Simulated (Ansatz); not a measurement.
# CH3 on Zr(0001), ontop start, 2x2 cell: work function, bands and core levels, part 3 of 5

Wanted: core-level shifts and unfolded surface bands for CH3 on Zr(0001), ontop start, 2x2 cell.

Ansatz 0.2.0; DFT, PBE, plane-wave PAW, default files, scalar-relativistic.

So far, work function, upper face (eV): step 2 (the clean face) 4.16; step 3 (relaxing the atoms) 4.30.

## (4) Layer-resolved bands, DOS and potential

This is the main run. States are solved along the surface zone's path and weighed by where they lie along the normal, since photoemission sees the top layers. The cell holds 4 small cells, so the bands are unfolded.

The input, input.yaml:

```yaml
crystal:
  lattice:
    - [6.46, 0.0, 0.0]
    - [3.23, 5.5945241084, 0.0]
    - [0.0, 0.0, 25.165]
  atoms:
    - { symbol: H, position: [0.1808170305, -0.0854415403, 0.7259166604] }
    - { symbol: H, position: [0.8992312994, 0.1850258611, 0.7264746775] }
    - { symbol: H, position: [-0.0896447955, 0.9034185849, 0.7265010142] }
    - { symbol: C, position: [-0.0039713324, 0.0013286369, 0.7103735802] }
    - { symbol: Zr, position: [-0.0005102544, 0.0001707117, 0.6212871095] }
    - { symbol: Zr, position: [0.494994131, 0.0097256277, 0.6012241976] }
    - { symbol: Zr, position: [0.009929025, 0.4952453701, 0.6012208961] }
    - { symbol: Zr, position: [0.4954553699, 0.4948622118, 0.6012219231] }
    - { symbol: Zr, position: [0.8346511417, 0.3306790978, 0.5072363965] }
    - { symbol: Zr, position: [0.3333052242, 0.3333376986, 0.5031393983] }
    - { symbol: Zr, position: [0.8346137483, 0.8346758507, 0.5072352504] }
    - { symbol: Zr, position: [0.3306737895, 0.8346327693, 0.5072359608] }
    - { symbol: Zr, position: [0.0, 0.0, 0.400755017] }
    - { symbol: Zr, position: [0.5, 0.0, 0.400755017] }
    - { symbol: Zr, position: [0.0, 0.5, 0.400755017] }
    - { symbol: Zr, position: [0.5, 0.5, 0.400755017] }
    - { symbol: Zr, position: [0.833333333, 0.333333333, 0.298032982] }
    - { symbol: Zr, position: [0.333333333, 0.333333333, 0.298032982] }
    - { symbol: Zr, position: [0.833333333, 0.833333333, 0.298032982] }
    - { symbol: Zr, position: [0.333333333, 0.833333333, 0.298032982] }
kpoints:
  mp_grid: { grid: [6, 6, 1] }
scf:
  occupations: { method: fermi_dirac, width: 0.05 }
  n_extra_bands: 27
hamiltonian:
  xc: pbe
  pseudopotentials: { kind: paw }
output:
  forces: true
  write_potential: true
  volumetric_format: []
  efg: { contact_densities: true }
  dos:
    projected:
      site_lists:
        adsorbate: [0, 1, 2, 3]
        layer_1: [4, 5, 6, 7]
        layer_2: [8, 9, 10, 11]
        layer_3: [12, 13, 14, 15]
        other_layers: [16, 17, 18, 19]
    de: 0.05
    e_range: [-30, 12]
    method: { smearing: { sigma: 0.15, scheme: gaussian } }
  eigenstates:
    kpoints:
      - [0.33333333, -0.33333333, 0.0]
      - [0.25, -0.375, 0.0]
      - [0.16666667, -0.41666667, 0.0]
      - [0.08333333, -0.45833333, 0.0]
      - [0.0, 0.5, 0.0]
      - [-0.08333333, 0.45833333, 0.0]
      # [... 29 more points ...]
      - [0.25, 0.5, 0.0]
      - [0.29166667, -0.41666667, 0.0]
    e_range: [-8.0, 4.0]
    unfold:
      supercell_matrix: [[2, 0, 0], [0, 2, 0], [0, 0, 1]]
      layers:
        axis: 3
        edges: [0.139082, 0.427375, 0.427475, 0.584952, 0.585052, 0.88545]
efield:
  axis: 3
  dipole_correction: true
```

Command:

```console
$ ansatz run input.yaml --threads 8 --pin off --max-ram 20480MiB --backend cpu --events-out ev --progress --plain --runs-dir out
```

Numbers of over 12 decimals in the logs are rounded to 6 here.

Log:

```text
[...]
Zr: output.efg is read without spin–orbit coupling, which moves field gradients at and beside such atoms by some per cent and up to a factor of two; PAW files take it under magnetization.noncollinear and magnetization.spin_orbit
[...]
Crystal: 20 atoms, lattice volume = 909.479 Å³
Basis set: ecut = 420 eV, 17797 PW (Γ), exchange–correlation on 90×90×360 points (8 copies of the dense FFT grid, shifted against one another)
Bands: 127, of which v1, the nominal top of the filled ones, is band 100 counted from 1 (99 counted from 0)
Symmetry: 1 space group operations
[...]
k-points: 20 of 36 (time reversal used)
[...]
SCF iter   1: F=—  HF=-67233.233575 eV  |F-HF|=—  |Δ(HF+E_count)|=         —  Δρ=5.71e-3  dr2=9.28e0  ethr=1.77e-3  p=0.061 e·Å  D=1.21e-2 V/Å  ΔV_dip=-0.30 eV  dr2_dipole=5.83e0  V_vac-E_F(+/−)=3.91/4.22 eV  ⟨swp⟩=8.2  Hψ=11332  notcnv=0  defer=6
[...]
SCF iter   9: F=-67233.120381 eV  HF=-67233.120381 eV  |F-HF|=5.77e-8  |Δ(HF+E_count)|=   8.66e-8  Δρ=1.33e-6  dr2=8.52e-8  ethr=5.03e-11  p=-0.021 e·Å  D=-4.23e-3 V/Å  ΔV_dip=0.11 eV  dr2_dipole=1.04e-8  V_vac-E_F(+/−)=4.31/4.20 eV  ⟨swp⟩=19.2  Hψ=18781  notcnv=0
[...]
SCF 1 converged in 9 iterations: F = -67233.120381 eV  dr2 = 8.52e-8
[...]
efield: sawtooth ramp at fractional position 0.9623 (kept from the solve that this one continues, or follows in the run), width 0.1000; the density the first Hamiltonian is built on has a dipole p = -0.021 e·Å; the dipole correction subtracts the counter field D = -4.23e-3 V/Å, which shifts the + side's vacuum level by +0.11 eV against the − side's; the planar-averaged density in the ramp window peaks in size at 3.0e-5 e/Å³
[...]
SCF converged after 9 iterations
Free energy (F): -67233.120381 eV
[...]
Internal energy: -67232.883806 eV  (E = F + TS)
E sigma→0 (E₀):  -67233.002093 eV
Entropy (-TS):   -0.236575 eV (-11.829 meV/atom)
Fermi energy:    3.501834 eV
Dipole field:    D = -0.004297 V/Å  (p = -0.021599 e·Å, saw-weighted, corrected)
Work function:   Φ+ = 4.3060 eV   Φ− = 4.1974 eV
[...]
--- Forces (eV/Å), atoms counted from 1 ---
  atom   1  H     -0.02153796     0.01022984    -0.00947962
  atom   2  H      0.00202382    -0.02627088    -0.00967507
  atom   3  H      0.02217222     0.01449467    -0.00909402
  atom   4  C     -0.00516574     0.00256870     0.02904165
  atom   5  Zr     0.00128015    -0.00035649    -0.00009748
  atom   6  Zr     0.00438181    -0.00267470    -0.00088447
  atom   7  Zr    -0.00412587    -0.00201334    -0.00102189
  atom   8  Zr     0.00035934     0.00435214    -0.00050265
  atom   9  Zr     0.00268301     0.00397754     0.00270695
  atom  10  Zr     0.00002630    -0.00005076    -0.00150343
  atom  11  Zr    -0.00495597     0.00020080     0.00327277
  atom  12  Zr     0.00219915    -0.00408775     0.00234222
  atom  13  Zr     0.00013325    -0.00015328    -0.13685889
  atom  14  Zr     0.00051138    -0.07205746    -0.66831354
  atom  15  Zr    -0.06206142     0.03577636    -0.66885554
  atom  16  Zr     0.06260054     0.03590984    -0.66818050
  atom  17  Zr     0.00015142     0.00246928     0.54556770
  atom  18  Zr    -0.00014896     0.00008240     0.50068829
  atom  19  Zr    -0.00218300    -0.00128667     0.54553129
  atom  20  Zr     0.00165923    -0.00110925     0.54552185
  max |Σ_I F_I| component: 2.06e-4 eV/Å
--- PAW observables at the nuclei: V_zz in 10²¹ V/m², potentials from the cell's mean, atoms counted from 1 ---
  atom   1  H  V_zz =    +2.776500   η = 0.0676   by run symmetry: allowed
            electrostatic potential = -38.542005 V   contact ρ = 3.158511 e/Å³
  atom   2  H  V_zz =    +2.786695   η = 0.0686   by run symmetry: allowed
            electrostatic potential = -38.559096 V   contact ρ = 3.161549 e/Å³
  atom   3  H  V_zz =    +2.788100   η = 0.0687   by run symmetry: allowed
            electrostatic potential = -38.560899 V   contact ρ = 3.161966 e/Å³
  atom   4  C  V_zz =    -2.191423   η = 0.0159   by run symmetry: allowed
            electrostatic potential = -411.589081 V   contact ρ = 866.766868 e/Å³
  atom   5  Zr V_zz =   -18.936262   η = 0.0024   by run symmetry: allowed
            electrostatic potential = -5916.444832 V   contact ρ = 490540.209138 e/Å³
  atom   6  Zr V_zz =    +7.697898   η = 0.0804   by run symmetry: allowed
            electrostatic potential = -5916.479407 V   contact ρ = 490541.029024 e/Å³
  atom   7  Zr V_zz =    +7.671673   η = 0.0791   by run symmetry: allowed
            electrostatic potential = -5916.479310 V   contact ρ = 490541.039500 e/Å³
  atom   8  Zr V_zz =    +7.701369   η = 0.0811   by run symmetry: allowed
            electrostatic potential = -5916.479531 V   contact ρ = 490541.028733 e/Å³
  atom   9  Zr V_zz =    +4.129498   η = 0.0569   by run symmetry: allowed
            electrostatic potential = -5916.792934 V   contact ρ = 490536.991403 e/Å³
  atom  10  Zr V_zz =    +3.378229   η = 0.0048   by run symmetry: allowed
            electrostatic potential = -5916.950546 V   contact ρ = 490539.586846 e/Å³
  atom  11  Zr V_zz =    +4.121305   η = 0.0566   by run symmetry: allowed
            electrostatic potential = -5916.792982 V   contact ρ = 490536.991734 e/Å³
  atom  12  Zr V_zz =    +4.171721   η = 0.0572   by run symmetry: allowed
            electrostatic potential = -5916.791894 V   contact ρ = 490536.985145 e/Å³
  atom  13  Zr V_zz =    +2.075135   η = 0.0007   by run symmetry: allowed
            electrostatic potential = -5916.699465 V   contact ρ = 490536.917326 e/Å³
  atom  14  Zr V_zz =    +2.626595   η = 0.1082   by run symmetry: allowed
            electrostatic potential = -5916.736109 V   contact ρ = 490536.999822 e/Å³
  atom  15  Zr V_zz =    +2.621581   η = 0.1036   by run symmetry: allowed
            electrostatic potential = -5916.736329 V   contact ρ = 490536.998319 e/Å³
  atom  16  Zr V_zz =    +2.628161   η = 0.1092   by run symmetry: allowed
            electrostatic potential = -5916.736044 V   contact ρ = 490537.000213 e/Å³
  atom  17  Zr V_zz =    +3.823216   η = 0.0727   by run symmetry: allowed
            electrostatic potential = -5916.274704 V   contact ρ = 490539.720071 e/Å³
  atom  18  Zr V_zz =    +3.932138   η = 0.0004   by run symmetry: allowed
            electrostatic potential = -5916.255830 V   contact ρ = 490539.866860 e/Å³
  atom  19  Zr V_zz =    +3.822909   η = 0.0727   by run symmetry: allowed
            electrostatic potential = -5916.274696 V   contact ρ = 490539.720434 e/Å³
  atom  20  Zr V_zz =    +3.824857   η = 0.0732   by run symmetry: allowed
            electrostatic potential = -5916.274827 V   contact ρ = 490539.717305 e/Å³
--- Band table (eV; the first three rows and the last of 20) ---
  k-point 0: bands = [... 96 lower, 3.6866, 3.7468, 4.0088, 4.1790, 4.2433, 4.2459, 4.3183, 4.3193, ... 23 higher]
  k-point 1: bands = [... 96 lower, 3.6540, 3.6560, 3.8434, 3.9309, 3.9847, 4.0342, 4.1420, 4.1719, ... 23 higher]
  k-point 2: bands = [... 96 lower, 3.3920, 3.4304, 3.5358, 3.5815, 3.6153, 3.6579, 3.7333, 3.8057, ... 23 higher]
  k-point 19: bands = [... 96 lower, 3.1564, 3.1743, 3.2241, 3.3399, 3.4056, 3.4167, 3.5592, 3.5635, ... 23 higher]
```

The job ended after 92 s (8 threads of Intel Xeon Platinum 8488C (Sapphire Rapids), shared host; peak memory 7 GiB).

In the SCF lines HF is the Harris–Foulkes energy and dr2 the Hartree energy of the density residual, in eV; the loop may stop once dr2 is under the threshold and the program's other checks hold. Hψ counts applications of the Hamiltonian.

This step gave:

```
Fermi energy                                   : 3.502 eV
share of occupied states in no projected shell : 0.007 of the occupied states in the window
DOS at the Fermi level                         : 28.19 states/eV/cell
```

A(k,E), total over k along the path and E. Zero: Fermi level.

Values in eV⁻¹, 12 rows by 16 columns, each cell a mean:
```
1.3 1.6 2.0 2.8 4.4 5.3 4.8 5.0 5.2 3.3 2.5 3.4 3.4 2.9 1.7 1.2
2.3 2.7 2.6 2.7 3.3 5.6 7.3 6.8 4.5 3.1 3.3 2.9 2.6 3.1 3.3 2.4
4.6 4.1 3.0 3.0 3.9 3.1 2.2 2.5 3.6 3.4 2.3 1.5 1.3 1.8 3.4 4.5
4.5 4.1 4.7 3.9 1.9 0.7 0.5 0.5 1.0 2.5 2.8 2.3 2.1 2.3 3.1 4.5
3.2 3.5 2.5 2.1 1.3 0.5 0.5 0.5 0.7 1.7 2.2 2.3 2.2 2.8 3.7 3.2
0.4 0.6 1.7 1.4 1.6 1.4 0.8 1.0 1.7 1.5 2.1 3.3 3.6 2.9 1.2 0.5
0.2 0.2 0.3 1.2 1.2 1.2 1.6 1.5 1.1 1.3 1.2 0.5 0.5 0.3 0.2 0.2
0.1 0.1 0.1 0.3 1.1 1.2 1.1 1.1 1.2 0.8 0.2 0.1 0.1 0.1 0.1 0.1
0.5 0.5 0.4 0.4 0.6 1.3 1.4 1.4 1.0 0.5 0.4 0.5 0.5 0.5 0.5 0.5
0.2 0.2 0.2 0.2 0.2 0.2 0.4 0.3 0.2 0.2 0.2 0.2 0.2 0.2 0.2 0.2
0.0 0.0 0.0 0.0 0.0 0.1 0.1 0.1 0.1 0.0 0.0 0.0 0.0 0.0 0.0 0.0
0.0 0.0 0.0 0.0 0.0 0.0 0.0 0.0 0.0 0.0 0.0 0.0 0.0 0.0 0.0 0.0
```
Columns: k along the path (Å⁻¹) from 0 to 3.07; rows upwards: E (eV) from -7.7 to 1.82.

A(k,E), top over k along the path and E. Zero: Fermi level.

Ten even steps from '_' (0.01 eV⁻¹) to '@' (1.74 eV⁻¹), each cell a mean:
```
..........::::--++++====----==++++--::::::----------::::::..
....::::--::::--==**@@@@@@@@@@%%++==----------====----::....
------::::::::----++##@@@@@@%%**==------==========++++==----
======----::::--==++==========++++==--====--::::::--==++++==
####**++------====----::::::------====--::........::--==**##
======**##**++----::..______....::----::............::--====
::----====++==--::................::----::::......::::::::::
----::::::----::......................::::::::::::::--==----
::::::--::::::::::::::::::::::..::----------------==--::::::
__............::::::............::::::::------==----::....__
__________......::::::........::::......::::::::::..________
______________......::::::::::::........____________________
________________....__..::..........________________________
__________________..............____________________________
______________________........______________________________
............................................................
==========----------::------::------------==================
____________________________________________________________
____________________________________________________________
____________________________________________________________
____________________________________________________________
____________________________________________________________
```
Columns: k along the path (Å⁻¹) from 0 to 3.07; rows upwards: E (eV) from -7.7 to 1.82.

A(k,E), middle over k along the path and E. Zero: Fermi level.

Values in eV⁻¹, 12 rows by 16 columns, each cell a mean:
```
0.43 0.60 0.72 0.94 1.52 1.76 1.58 1.64 1.74 1.23 1.03 1.19 1.06 0.87 0.59 0.42
0.54 0.68 0.90 0.96 1.06 1.78 2.41 2.22 1.41 1.02 1.11 1.00 0.98 1.01 0.72 0.56
1.22 1.19 0.93 0.87 1.13 0.95 0.56 0.69 1.10 0.96 0.61 0.44 0.44 0.68 1.24 1.23
1.86 1.43 1.37 1.20 0.68 0.20 0.12 0.14 0.35 0.88 1.03 0.95 0.91 0.95 1.17 1.85
1.52 1.66 1.08 0.81 0.42 0.12 0.08 0.09 0.18 0.55 0.73 0.67 0.61 0.83 1.49 1.50
0.18 0.29 0.81 0.52 0.50 0.50 0.29 0.37 0.57 0.47 0.77 1.32 1.45 1.29 0.55 0.18
0.05 0.06 0.14 0.55 0.37 0.34 0.51 0.44 0.31 0.50 0.57 0.24 0.20 0.13 0.07 0.05
0.02 0.03 0.03 0.13 0.50 0.35 0.31 0.32 0.43 0.40 0.07 0.05 0.04 0.04 0.03 0.03
0.02 0.02 0.02 0.03 0.12 0.50 0.51 0.52 0.35 0.05 0.02 0.02 0.02 0.02 0.02 0.02
0.01 0.01 0.01 0.01 0.02 0.06 0.13 0.10 0.04 0.02 0.01 0.01 0.01 0.01 0.01 0.01
0.01 0.01 0.01 0.01 0.01 0.02 0.02 0.02 0.01 0.01 0.01 0.01 0.01 0.01 0.01 0.01
0.01 0.01 0.01 0.01 0.01 0.01 0.01 0.01 0.01 0.01 0.01 0.01 0.01 0.01 0.01 0.01
```
Columns: k along the path (Å⁻¹) from 0 to 3.07; rows upwards: E (eV) from -7.7 to 1.82.

A(k,E), bottom over k along the path and E. Zero: Fermi level.

Ten even steps from '0' (0.01 eV⁻¹) to '9' (4.29 eV⁻¹), each cell a mean:
```
111112455532223454222233321111
001222123588888742223443332100
112322233368997433333222234311
665333333565445643332221223566
554321235433333444332111112345
333455553210001134321111112333
444456521000000002332222222344
443222210000000000112222223444
123321111000000001222111233321
000121111100000011122334442100
000001111111011111112333210000
000000111111111101111000000000
000000011101110011100000000000
000000001111001101000000000000
000000000101110010000000000000
000000000011001100000000000000
000000000000110000000000000000
000000000000000000000000000000
000000000000000000000000000000
000000000000000000000000000000
000000000000000000000000000000
000000000000000000000000000000
```
Columns: k along the path (Å⁻¹) from 0 to 3.07; rows upwards: E (eV) from -7.7 to 1.82.

Peaks of A(k,E) at the labelled points: for each region the eleven nearest the zero at most, each over 6 % of that point's highest, less those above the energy where the solved bands run out; weight and spread sum the levels within three half widths or 0.3 eV, so near peaks share levels. Peaks of the spectral function, the first 40 of 90 rows:

```csv
point,weight on,E (eV),A (1/eV),weight near the peak,rms spread of levels (eV)
K,total,-5.26,1.206,0.556,0.009
K,total,-1.32,6.812,5.124,0.239
K,total,-0.76,4.659,3.398,0.219
K,total,0.08,7.976,4.901,0.143
K,total,0.8,1.752,0.777,0.2
K,total,1.8,2.467,1.206,0.085
K,top,-5.26,1.178,0.555,0.009
K,top,-2.78,0.135,0.048,0.053
K,top,-1.36,0.765,0.535,0.221
K,top,-0.4,0.932,0.979,0.252
K,top,0,1.856,1.282,0.215
K,top,0.8,0.787,0.463,0.194
K,top,1.78,0.411,0.244,0.134
K,middle,-1.72,1.613,1.942,0.213
K,middle,-1.32,3.119,2.582,0.256
K,middle,-1.04,2.246,2.494,0.249
K,middle,0.06,1.77,1.103,0.193
K,middle,0.8,0.499,0.241,0.201
K,middle,1.8,0.898,0.427,0.07
K,bottom,-1.3,2.966,1.977,0.212
K,bottom,-0.76,2.637,1.441,0.148
K,bottom,0.12,4.723,2.753,0.09
K,bottom,1.8,1.158,0.534,0.035
Γ,total,-5.22,2.915,1.334,0.011
Γ,total,-4.36,2.263,0.98,0
Γ,total,-3.44,2.397,1.947,0.227
Γ,total,-3,2.396,2.022,0.244
Γ,total,-1.86,0.688,0.319,0.194
Γ,total,-0.12,2.889,1.732,0.167
Γ,total,0.84,11.19,8.506,0.187
Γ,top,-5.22,0.916,0.422,0.009
Γ,top,-4.36,0.522,0.222,0
Γ,top,-3.44,0.633,0.399,0.213
Γ,top,-3,0.392,0.455,0.282
Γ,top,-1.86,0.526,0.291,0.186
Γ,top,-1.12,0.253,0.124,0.214
Γ,top,0.24,0.748,0.519,0.258
Γ,top,0.82,2.073,1.64,0.168
Γ,top,1.02,2.151,1.994,0.229
Γ,top,1.82,0.568,0.673,0.286
```

The DOS has structure finer than the step of the table below, so its rows give means over 1 eV, whole bins alone (the curve runs from -29.3 to 1.52 eV). Peaks (eV: height): total -26.8: 106, -5.3: 14.2, 0.9: 32.0; Zr 4d -1.9: 19.5, -0.8: 25.3, 0.9: 27.7; Zr 5s -4.0: 2.97, -3.3: 5.89, -2.7: 6.38, -0.8: 2.43; Zr 5p* -0.8: 1.07, 0.8: 2.31; C 2p -5.3: 7.99, -1.8: 1.44.

* holds the states left over by the projection beside any projected weight of its own. Table of DOS by E, zero at the Fermi level; means over each step; 7 of 8 lines; values in states/eV/cell:

```csv
E (eV),total,Zr 4d,Zr 5s,Zr 5p*,C 2p,H 1s,C 2s
-28,0.305,0.00268,0.00199,0,1.7e-5,0,0
-27,76.6,0.660,0.472,0,0.0249,0.00411,0.0100
-26,19.1,0.0823,0.0292,0,5.6e-4,7.4e-5,2.2e-4
-25,0,0,0,0,0,0,0
-24,0,0,0,0,0,0,0
-23,0,0,0,0,0,0,0
-22,0,0,0,0,0,0,0
-21,0,0,0,0,0,0,0
-20,0,0,0,0,0,0,0
-19,0,0,0,0,0,0,0
-18,0,0,0,0,0,0,0
-17,0,0,0,0,0,0,0
-16,0,0,0,0,0,0,0
-15,0,0,0,0,0,0,0
-14,0,0,0,0,0,0,0
-13,2.4e-4,0,0,0,0,9.6e-5,1.3e-4
-12,2.00,0.0434,0.0352,0.0164,0.0292,0.791,1.06
-11,0,0,0,0,0,0,0
-10,0,0,0,0,0,0,0
-9,0,0,0,0,0,0,0
-8,0,0,0,0,0,0,0
-7,0,0,0,0,0,0,0
-6,0.0820,0.00253,8.8e-4,0.00136,0.0467,0.0305,0
-5,4.77,0.133,0.841,0.0781,2.25,1.47,1.1e-4
-4,2.34,0.161,2.08,0.0657,0.0208,0.00360,1.8e-4
-3,8.90,4.05,4.40,0.208,0.208,0.0191,0.00291
-2,19.7,15.0,3.28,0.400,0.894,0.0601,0.0480
-1,22.4,19.9,1.54,0.754,0.162,0.0212,0.0103
0,25.1,21.7,1.84,1.43,0.0703,0.0304,0.0111
1,27.8,24.0,1.64,2.03,0.0663,0.0437,0.0165
```

Simulated valence spectra by photon energy, shown to 13 eV, since a deeper line would dwarf them at some energies; the 100 % can be that line's tail at the edge; this run's widths, added to any smearing of the DOS itself: Gaussian 0.6 eV, Lorentzian 0.05 eV plus 0.05 an eV of depth. Table of intensity by binding energy, zero at the Fermi level; values in % of the maximum within 13 eV:

```csv
binding energy (eV),21.2 eV,60 eV,1486.7 eV,8047.8 eV
-1.0,1.20,0.392,1.64,3.01
-0.5,6.00,0.841,6.35,7.29
0.0,51.2,4.66,50.8,47.4
0.5,90.6,9.28,90.8,83.4
1.0,98.6,12.5,97.4,85.2
1.5,91.3,29.6,81.4,76.0
2.0,86.7,37.4,77.8,95.0
2.5,55.4,22.1,56.3,97.7
3.0,22.8,10.2,26.9,73.0
3.5,7.86,5.19,11.6,49.0
4.0,5.04,5.50,6.96,36.3
4.5,10.8,16.5,4.73,24.8
5.0,47.7,77.7,4.31,16.2
5.5,46.7,76.3,3.18,8.32
6.0,9.62,15.6,1.69,4.87
6.5,2.59,4.17,1.40,4.28
7.0,1.28,2.12,1.36,4.19
7.5,0.796,1.42,1.37,4.23
8.0,0.553,1.13,1.40,4.35
8.5,0.411,1.03,1.46,4.52
9.0,0.319,1.07,1.54,4.74
9.5,0.257,1.26,1.65,5.00
10.0,0.212,1.70,1.80,5.32
10.5,0.178,2.77,2.07,5.76
11.0,0.152,5.97,2.69,6.53
11.5,-,18.4,4.82,8.59
12.0,-,38.0,8.16,11.7
12.5,-,23.9,5.98,10.2
```

(Part 3 of 5 ends here.)

[Logs are printed without paths, hosts, clocks, repeated set-up lines and the standing remarks that a program may print on its own settings, such as how far it seeks lower states.]

[Hosts, paths, dates, database ids (printed as entryN), source tags and the programs' standing remarks are cut or masked in the printed files.]

[Maps of the electrostatic potential energy from Ansatz leave out the sawtooth potential of an applied field or a dipole correction, so their vacuum need not be flat; work functions include it.]
